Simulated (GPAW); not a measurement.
# A W chain with a Na atom on top of one atom: transmission at several levels

How well does a W chain with a Na atom on top of one atom conduct at low bias, and how far do basis and functional move the answer?

Method: GPAW LCAO, PAW setups; Landauer transmission from Green's functions with principal layers (ASE), zero bias, in GPAW 26.7.0.

## (1) The structure

The cell holds 16 atoms: 15 W and 1 Na. Its edges and angles: a = 9.000 Å, b = 9.000 Å, c = 33.750 Å, α = 90.0°, β = 90.0°, γ = 90.0°. Regions: left lead, 7 atoms (7 W); channel, 2 atoms (1 W and 1 Na); right lead, 7 atoms (7 W). Vacuum lies along a and b. The structure is stacked along c, and the current runs across the ab planes.

## (2) Double-zeta polarised basis

Localised orbitals split the wire into layers that couple to their neighbours alone, which is what the Green's function method needs; double zeta with polarisation is the usual level for numbers.

run.py

```python
import json
import numpy as np
from ase import Atoms
from ase.transport.calculators import TransportCalculator
from gpaw import GPAW, FermiDirac
from gpaw.lcao.tools import get_lcao_hamiltonian
from scipy.linalg import eigh

# The junction with lead layers at both ends, along the third cell vector
device = Atoms(
    ['W', 'W', 'W', 'W', 'W', 'W', 'W', 'W', 'Na', 'W', 'W', 'W', 'W', 'W', 'W', 'W'],
    positions=[
        [4.50000, 4.50000, 1.12500],
        [4.50000, 4.50000, 3.37500],
        [4.50000, 4.50000, 5.62500],
        [4.50000, 4.50000, 7.87500],
        [4.50000, 4.50000, 10.12500],
        [4.50000, 4.50000, 12.37500],
        [4.50000, 4.50000, 14.62500],
        [4.50000, 4.50000, 16.87500],
        [7.04630, 4.50000, 16.87500],
        [4.50000, 4.50000, 19.12500],
        [4.50000, 4.50000, 21.37500],
        [4.50000, 4.50000, 23.62500],
        [4.50000, 4.50000, 25.87500],
        [4.50000, 4.50000, 28.12500],
        [4.50000, 4.50000, 30.37500],
        [4.50000, 4.50000, 32.62500]],
    cell=[[9.0, 0.0, 0.0], [0.0, 9.0, 0.0], [0.0, 0.0, 33.75]],
    pbc=True)

# One principal layer of the lead: the first 5 atoms of the device
lead = Atoms(
    ['W', 'W', 'W', 'W', 'W'],
    positions=[
        [4.50000, 4.50000, 1.12500],
        [4.50000, 4.50000, 3.37500],
        [4.50000, 4.50000, 5.62500],
        [4.50000, 4.50000, 7.87500],
        [4.50000, 4.50000, 10.12500]],
    cell=[[9.0, 0.0, 0.0], [0.0, 9.0, 0.0], [0.0, 0.0, 11.25]],
    pbc=True)

settings = dict(mode='lcao', basis='dzp', xc='PBE', h=0.2,
                occupations=FermiDirac(0.1), maxiter=250,
                mixer=dict(beta=0.1, nmaxold=8, weight=100.0),
                convergence=dict(density=0.0001))
energies = np.arange(-2, 2 + 1e-9, 0.05)
eta = 0.0001
n1, n2 = 1, 1
# k and -k transmit alike, so half of the mesh across the current serves
mesh = [(i, j) for i in range(n1) for j in range(n2) if (i, j) <= (-i % n1, -j % n2)]
weights = np.array([1 if (i, j) == (-i % n1, -j % n2) else 2 for i, j in mesh]) / (n1 * n2)

# [... helper functions left out ...]
fermi_lead = ground_state(lead, (1, 1, 10), 'lead.txt')
fermi_device = ground_state(device, (1, 1, 3), 'device.txt')
# [... loop over the mesh left out, but for ...]
        # Shift the lead onto the potential of the device's first layer
        shift = ((H[:, 0, 0] - H0[:, 0, 0]) / S0[0, 0]).real.mean()
# [...]
kT = 8.617333e-5 * 500
bias = [0.1, 0.2, 0.5, 1.0, 1.5, 2.0]
# [... integrals and printing left out ...]
```

Started as:

```bash
> OMP_NUM_THREADS=1 OPENBLAS_NUM_THREADS=1 python run.py
```

What it wrote:

```text
basis functions: device 452, principal layer 145
Fermi level: lead -2.6609 eV, device -2.4507 eV; lead shifted by -0.0116 eV
largest coupling past the next layer 7.88e-06 eV, largest misfit of the first layer 0.044 eV
  E-E_F (eV)   T (one spin)  [channel counts left out]
    -2.000    3.8865e+00
    -1.950    3.8960e+00
    -1.900    3.9037e+00
    -1.850    3.9099e+00
    -1.800    3.9150e+00
    -1.750    3.9171e+00
    -1.700    3.9220e+00
    -1.650    3.9241e+00
    -1.600    3.9256e+00
    -1.550    3.9265e+00
    -1.500    3.9270e+00
    -1.450    3.9271e+00
    -1.400    3.9269e+00
    -1.350    3.9264e+00
    -1.300    3.9256e+00
    -1.250    3.9244e+00
[...]
1.650    3.9368e+00
     1.700    3.8757e+00
     1.750    3.8063e+00
     1.800    3.7043e+00
     1.850    1.8685e+00
     1.900    1.9952e+00
     1.950    1.9885e+00
     2.000    1.9806e+00
conductance at 500 K: 5.8265 G0 a cell; thermopower 0.004175 uV/K
current from the zero-bias T(E) at 0.1 V: 45.141 uA
current from the zero-bias T(E) at 0.2 V: 90.271 uA
current from the zero-bias T(E) at 0.5 V: 225.47 uA
current from the zero-bias T(E) at 1.0 V: 448.55 uA
current from the zero-bias T(E) at 1.5 V: 654.87 uA
current from the zero-bias T(E) at 2.0 V: 828.3 uA
```

Elapsed: 5.2 min, on 1 thread of Arm Neoverse N1, shared host; peak memory 1.4 GiB.

Numbers from this step:

* conductance: 5.826 G₀
* largest coupling past the next principal layer: 7.88e-6 eV
* largest misfit of the first principal layer: 0.04363 eV
* shift that aligns the lead: -0.01165 eV
* basis functions of the junction: 452
* basis functions of a principal layer: 145
* transmission at the Fermi level (one spin): 5.829

One spin. The transmission, zone mean by energy, zero at the Fermi level:

energy (eV), transmission, zone mean and a bar from the least value:
```
   -2.000       3.89 ###############
   -1.800       3.91 ###############
   -1.600       3.93 ###############
   -1.400       3.93 ###############
   -1.200       3.92 ###############
   -1.000       3.90 ###############
   -0.800       3.20 ##########
   -0.600       5.54 ############################
   -0.400       5.77 ##############################
   -0.200       5.82 ##############################
    0.000       5.83 ##############################
    0.200       5.81 ##############################
    0.400       5.76 #############################
    0.600       5.63 ############################
    0.800       5.25 #########################
    1.000       4.91 #######################
    1.200       4.86 ######################
    1.400       4.26 ##################
    1.600       3.98 ################
    1.800       3.70 #############
    2.000       1.98
```

Not self-consistent under bias; the bias window is split evenly. Current through one cell, from the zero-bias transmission against bias:

| bias (V) | current through one cell, from the zero-bias transmission (mA) |
| --- | --- |
| 0.100 | 0.0451 |
| 0.200 | 0.0903 |
| 0.500 | 0.225 |
| 1.000 | 0.449 |
| 1.500 | 0.655 |
| 2.000 | 0.828 |

Transmission of the three most open eigenchannels against energy, zero at the Fermi level:

| energy (eV) | channel 1 | channel 2 | channel 3 |
| --- | --- | --- | --- |
| -2.000 | 0.999 | 0.998 | 0.986 |
| -1.800 | 0.999 | 0.998 | 0.985 |
| -1.600 | 0.999 | 0.998 | 0.983 |
| -1.400 | 0.999 | 0.998 | 0.981 |
| -1.200 | 0.999 | 0.998 | 0.980 |
| -1.000 | 0.999 | 0.998 | 0.979 |
| -0.800 | 0.999 | 0.982 | 0.954 |
| -0.600 | 0.999 | 0.999 | 0.995 |
| -0.400 | 0.999 | 0.999 | 0.997 |
| -0.200 | 0.999 | 0.999 | 0.998 |
| 0.000 | 0.999 | 0.999 | 0.997 |
| 0.200 | 0.999 | 0.999 | 0.997 |
| 0.400 | 0.999 | 0.998 | 0.997 |
| 0.600 | 0.999 | 0.998 | 0.996 |
| 0.800 | 0.999 | 0.998 | 0.996 |
| 1.000 | 0.999 | 0.998 | 0.998 |
| 1.200 | 0.999 | 0.997 | 0.994 |
| 1.400 | 0.999 | 0.996 | 0.995 |
| 1.600 | 0.999 | 0.993 | 0.991 |
| 1.800 | 0.999 | 0.986 | 0.941 |
| 2.000 | 0.999 | 0.981 | 2.3e-6 |

Couplings past the next layer reach 7.9e-6 eV, small enough to drop; the matrix elements of the cell's first layer differ from the bulk lead's by up to 0.044 eV. That layer keeps its own values in the calculation, and only beyond it is the lead taken as perfect. The Fermi levels of lead and junction count from different zeros of potential, one for each periodic cell; with both set to zero, the small remaining shift is what aligns them. Without spin-orbit coupling, which is large for these atoms, channel counts and T are those of the scalar-relativistic bands. By hand: G = 5.826 × 77.48 μS = 451 μS, a resistance of 2.22 kΩ; at 0.1 V a linear junction would pass 45.1 μA, and the integral over the bias window gives 45.1 μA.

## (3) GPAW, szp: basis = "szp(dzp)"

One radial function a shell plus polarisation makes the matrices smaller; the question is what that costs.

run.py, as its differences from that of step 2:

```diff
@@ -43,3 +43,3 @@
 
-settings = dict(mode='lcao', basis='dzp', xc='PBE', h=0.2,
+settings = dict(mode='lcao', basis='szp(dzp)', xc='PBE', h=0.2,
                 occupations=FermiDirac(0.1), maxiter=250,
```

What it wrote:

```text
basis functions: device 250, principal layer 80
Fermi level: lead -2.6334 eV, device -2.4074 eV; lead shifted by -0.0079 eV
largest coupling past the next layer 7.88e-06 eV, largest misfit of the first layer 0.059 eV
  E-E_F (eV)   T (one spin)  [channel counts left out]
    -2.000    3.8847e+00
    -1.950    3.8952e+00
    -1.900    3.9031e+00
    -1.850    3.9090e+00
    -1.800    3.9133e+00
    -1.750    3.9166e+00
    -1.700    3.9184e+00
    -1.650    3.9197e+00
    -1.600    3.9205e+00
    -1.550    3.9209e+00
    -1.500    3.9209e+00
    -1.450    3.9208e+00
    -1.400    3.9204e+00
    -1.350    3.9198e+00
    -1.300    3.9189e+00
    -1.250    3.9178e+00
[...]
1.650    3.9287e+00
     1.700    3.8557e+00
     1.750    3.7436e+00
     1.800    3.5925e+00
     1.850    1.9953e+00
     1.900    1.9917e+00
     1.950    1.9828e+00
     2.000    1.9719e+00
conductance at 500 K: 5.8292 G0 a cell; thermopower 0.03795 uV/K
current from the zero-bias T(E) at 0.1 V: 45.163 uA
current from the zero-bias T(E) at 0.2 V: 90.313 uA
current from the zero-bias T(E) at 0.5 V: 225.56 uA
current from the zero-bias T(E) at 1.0 V: 448.57 uA
current from the zero-bias T(E) at 1.5 V: 653.29 uA
current from the zero-bias T(E) at 2.0 V: 825.6 uA
```

The job ended after 3.2 min (1 thread; peak memory 1.3 GiB).

Numbers from this step:

```yaml
conductance: 5.829 G₀
largest_misfit_of_the_first_principal_layer: 0.05864 eV
shift_that_aligns_the_lead: -0.007870 eV
basis_functions_of_the_junction: 250
basis_functions_of_a_principal_layer: 80
transmission_at_the_fermi_level_one_spin: 5.831
```

One spin. Transmission, zone mean against energy, zero at the Fermi level:

| energy (eV) | transmission, zone mean |
| --- | --- |
| -2.000 | 3.88 |
| -1.800 | 3.91 |
| -1.600 | 3.92 |
| -1.400 | 3.92 |
| -1.200 | 3.92 |
| -1.000 | 3.90 |
| -0.800 | 3.24 |
| -0.600 | 5.58 |
| -0.400 | 5.78 |
| -0.200 | 5.83 |
| 0.000 | 5.83 |
| 0.200 | 5.81 |
| 0.400 | 5.75 |
| 0.600 | 5.58 |
| 0.800 | 5.13 |
| 1.000 | 4.91 |
| 1.200 | 4.84 |
| 1.400 | 4.19 |
| 1.600 | 3.98 |
| 1.800 | 3.59 |
| 2.000 | 1.97 |

Not self-consistent under bias; the bias window is split evenly. Current through one cell, from the zero-bias transmission against bias:

| bias (V) | current through one cell, from the zero-bias transmission (mA) |
| --- | --- |
| 0.100 | 0.0452 |
| 0.200 | 0.0903 |
| 0.500 | 0.226 |
| 1.000 | 0.449 |
| 1.500 | 0.653 |
| 2.000 | 0.826 |

Table of transmission of the three most open eigenchannels by energy, zero at the Fermi level:

| energy (eV) | channel 1 | channel 2 | channel 3 |
| --- | --- | --- | --- |
| -2.000 | 0.999 | 0.998 | 0.982 |
| -1.800 | 0.999 | 0.998 | 0.980 |
| -1.600 | 0.999 | 0.998 | 0.978 |
| -1.400 | 0.999 | 0.998 | 0.976 |
| -1.200 | 0.999 | 0.998 | 0.975 |
| -1.000 | 0.999 | 0.998 | 0.974 |
| -0.800 | 0.999 | 0.976 | 0.952 |
| -0.600 | 0.999 | 0.999 | 0.993 |
| -0.400 | 0.999 | 0.999 | 0.997 |
| -0.200 | 0.999 | 0.999 | 0.998 |
| 0.000 | 0.999 | 0.998 | 0.998 |
| 0.200 | 0.999 | 0.998 | 0.997 |
| 0.400 | 0.999 | 0.998 | 0.997 |
| 0.600 | 0.999 | 0.998 | 0.996 |
| 0.800 | 0.999 | 0.997 | 0.996 |
| 1.000 | 0.999 | 0.998 | 0.997 |
| 1.200 | 0.999 | 0.997 | 0.994 |
| 1.400 | 0.999 | 0.997 | 0.994 |
| 1.600 | 0.999 | 0.994 | 0.989 |
| 1.800 | 0.999 | 0.987 | 0.901 |
| 2.000 | 0.999 | 0.972 | 6.8e-6 |

The conductance equals that of the dzp run to 0.2 %.

## (4) GPAW, sz: basis = "sz(dzp)"

One function for each valence shell of the setup, as for a first survey of a large system.

run.py, as its differences from that of step 3:

```diff
@@ -43,3 +43,3 @@
 
-settings = dict(mode='lcao', basis='szp(dzp)', xc='PBE', h=0.2,
+settings = dict(mode='lcao', basis='sz(dzp)', xc='PBE', h=0.2,
                 occupations=FermiDirac(0.1), maxiter=250,
```

What it wrote:

```text
basis functions: device 202, principal layer 65
Fermi level: lead -2.6777 eV, device -2.4357 eV; lead shifted by -0.0105 eV
largest coupling past the next layer 7.88e-06 eV, largest misfit of the first layer 0.061 eV
  E-E_F (eV)   T (one spin)  [channel counts left out]
    -2.000    3.8689e+00
    -1.950    3.8794e+00
    -1.900    3.8875e+00
[...]
1.950    1.9800e+00
     2.000    1.9664e+00
conductance at 500 K: 5.8316 G0 a cell; thermopower 0.0005699 uV/K
current from the zero-bias T(E) at 0.1 V: 45.181 uA
current from the zero-bias T(E) at 0.2 V: 90.351 uA
current from the zero-bias T(E) at 0.5 V: 225.67 uA
current from the zero-bias T(E) at 1.0 V: 448.87 uA
current from the zero-bias T(E) at 1.5 V: 654.2 uA
current from the zero-bias T(E) at 2.0 V: 827.37 uA
```

Run time: 2.6 min. Hardware: 1 thread; peak memory 1.3 GiB.

Numbers from this step:

```
conductance                                 : 5.832 G₀
largest misfit of the first principal layer : 0.06093 eV
shift that aligns the lead                  : -0.01053 eV
basis functions of the junction             : 202
basis functions of a principal layer        : 65
transmission at the Fermi level (one spin)  : 5.833
```

The conductance equals that of the dzp run to 0.2 %.

## (5) RPBE in the dzp basis: xc = "RPBE"

Back in the dzp basis, the functional changes from PBE to RPBE, to set the spread between functionals beside that between bases.

run.py, as its differences from that of step 4:

```diff
@@ -43,3 +43,3 @@
 
-settings = dict(mode='lcao', basis='sz(dzp)', xc='PBE', h=0.2,
+settings = dict(mode='lcao', basis='dzp', xc='RPBE', h=0.2,
                 occupations=FermiDirac(0.1), maxiter=250,
```

What it wrote:

```text
basis functions: device 452, principal layer 145
Fermi level: lead -2.5811 eV, device -2.3738 eV; lead shifted by -0.0111 eV
largest coupling past the next layer 7.82e-06 eV, largest misfit of the first layer 0.042 eV
  E-E_F (eV)   T (one spin)  [channel counts left out]
    -2.000    3.8866e+00
    -1.950    3.8957e+00
    -1.900    3.9031e+00
[...]
1.950    1.9894e+00
     2.000    1.9822e+00
conductance at 500 K: 5.8222 G0 a cell; thermopower 0.004207 uV/K
current from the zero-bias T(E) at 0.1 V: 45.108 uA
current from the zero-bias T(E) at 0.2 V: 90.205 uA
current from the zero-bias T(E) at 0.5 V: 225.3 uA
current from the zero-bias T(E) at 1.0 V: 448.28 uA
current from the zero-bias T(E) at 1.5 V: 654.62 uA
current from the zero-bias T(E) at 2.0 V: 828.08 uA
```

It took 5.8 min on 1 thread; peak memory 1.4 GiB.

This step gave:

```
conductance                                    : 5.822 G₀
largest coupling past the next principal layer : 7.82e-6 eV
largest misfit of the first principal layer    : 0.04202 eV
shift that aligns the lead                     : -0.01108 eV
basis functions of the junction                : 452
basis functions of a principal layer           : 145
transmission at the Fermi level (one spin)     : 5.824
```

One spin. The transmission, zone mean by energy, zero at the Fermi level:

| energy (eV) | transmission, zone mean |
| --- | --- |
| -2.00 | 3.89 |
| -1.85 | 3.91 |
| -1.70 | 3.92 |
| -1.60 | 3.93 |
| -1.45 | 3.93 |
| -1.30 | 3.93 |
| -1.15 | 3.92 |
| -1.05 | 3.91 |
| -0.90 | 3.86 |
| -0.75 | 3.96 |
| -0.60 | 5.56 |
| -0.50 | 5.68 |
| -0.35 | 5.79 |
| -0.20 | 5.82 |
| -0.05 | 5.82 |
| 0.00 | 5.82 |
| 0.05 | 5.82 |
| 0.20 | 5.81 |
| 0.35 | 5.78 |
| 0.50 | 5.71 |
| 0.60 | 5.62 |
| 0.75 | 5.36 |
| 0.90 | 4.99 |
| 1.05 | 4.90 |
| 1.15 | 4.90 |
| 1.30 | 4.61 |
| 1.45 | 4.08 |
| 1.60 | 3.98 |
| 1.70 | 3.87 |
| 1.85 | 1.95 |
| 2.00 | 1.98 |

The conductance equals that of the dzp run to 0.2 %.

## (6) All levels side by side

Times are for 1 thread of Arm Neoverse N1, shared host. The series side by side:

| no. | run | conductance (G₀) | time | memory (GiB) |
| --- | --- | --- | --- | --- |
| 1 | dzp | 5.826 | 5.2 min | 1.4 |
| 2 | szp | 5.829 | 3.2 min | 1.3 |
| 3 | sz | 5.832 | 2.6 min | 1.3 |
| 4 | dzp RPBE | 5.822 | 5.8 min | 1.4 |

## (7) Comparison

The curves are compared point by point over the common energies.

This step: comparison of transmission and cost over codes and levels (GPAW 26.7.0).

Ladder, by row:

| step | code | T at the Fermi level (sum over the listed spins) | conductance (G0) | r.m.s. T(E) from the first | wall time (s) | peak memory (GiB) | threads |
| --- | --- | --- | --- | --- | --- | --- | --- |
| dzp | GPAW | 5.829 | 5.826 | 0 | 309.6 | 1.42 | 1 |
| szp | GPAW | 5.831 | 5.829 | 0.04696 | 192.7 | 1.33 | 1 |
| sz | GPAW | 5.833 | 5.832 | 0.04783 | 154.5 | 1.28 | 1 |
| dzp-RPBE | GPAW | 5.824 | 5.822 | 0.01947 | 347.1 | 1.42 | 1 |

Table of transmission, zone mean, sum over the listed spins by energy, zero at the Fermi level:

| energy (eV) | dzp | szp | sz | dzp-RPBE |
| --- | --- | --- | --- | --- |
| -2.00 | 3.89 | 3.88 | 3.87 | 3.89 |
| -1.85 | 3.91 | 3.91 | 3.89 | 3.91 |
| -1.70 | 3.92 | 3.92 | 3.90 | 3.92 |
| -1.50 | 3.93 | 3.92 | 3.91 | 3.93 |
| -1.35 | 3.93 | 3.92 | 3.91 | 3.93 |
| -1.20 | 3.92 | 3.92 | 3.90 | 3.92 |
| -1.05 | 3.91 | 3.91 | 3.90 | 3.91 |
| -0.90 | 3.85 | 3.87 | 3.87 | 3.86 |
| -0.70 | 4.67 | 4.46 | 4.54 | 4.64 |
| -0.55 | 5.62 | 5.65 | 5.64 | 5.63 |
| -0.40 | 5.77 | 5.78 | 5.78 | 5.77 |
| -0.25 | 5.82 | 5.82 | 5.82 | 5.81 |
| -0.10 | 5.82 | 5.83 | 5.83 | 5.82 |
| 0.00 | 5.83 | 5.83 | 5.83 | 5.82 |
| 0.10 | 5.83 | 5.83 | 5.83 | 5.82 |
| 0.25 | 5.80 | 5.80 | 5.81 | 5.80 |
| 0.40 | 5.76 | 5.75 | 5.76 | 5.76 |
| 0.55 | 5.68 | 5.64 | 5.66 | 5.67 |
| 0.70 | 5.48 | 5.39 | 5.41 | 5.47 |
| 0.90 | 5.01 | 4.94 | 4.94 | 4.99 |
| 1.05 | 4.90 | 4.93 | 4.94 | 4.90 |
| 1.20 | 4.86 | 4.84 | 4.87 | 4.85 |
| 1.35 | 4.46 | 4.37 | 4.42 | 4.41 |
| 1.50 | 4.03 | 4.04 | 4.05 | 4.03 |
| 1.70 | 3.88 | 3.86 | 3.87 | 3.87 |
| 1.85 | 1.87 | 2.00 | 1.99 | 1.95 |
| 2.00 | 1.98 | 1.97 | 1.97 | 1.98 |

(Continued in part 2 of 2.)

[Logs are printed without paths, hosts, clocks, repeated set-up lines and the standing remarks that a program may print on its own settings, such as how far it seeks lower states.]

[Hosts, paths, dates, database ids (printed as entryN), source tags and the programs' standing remarks are cut or masked in the printed files.]
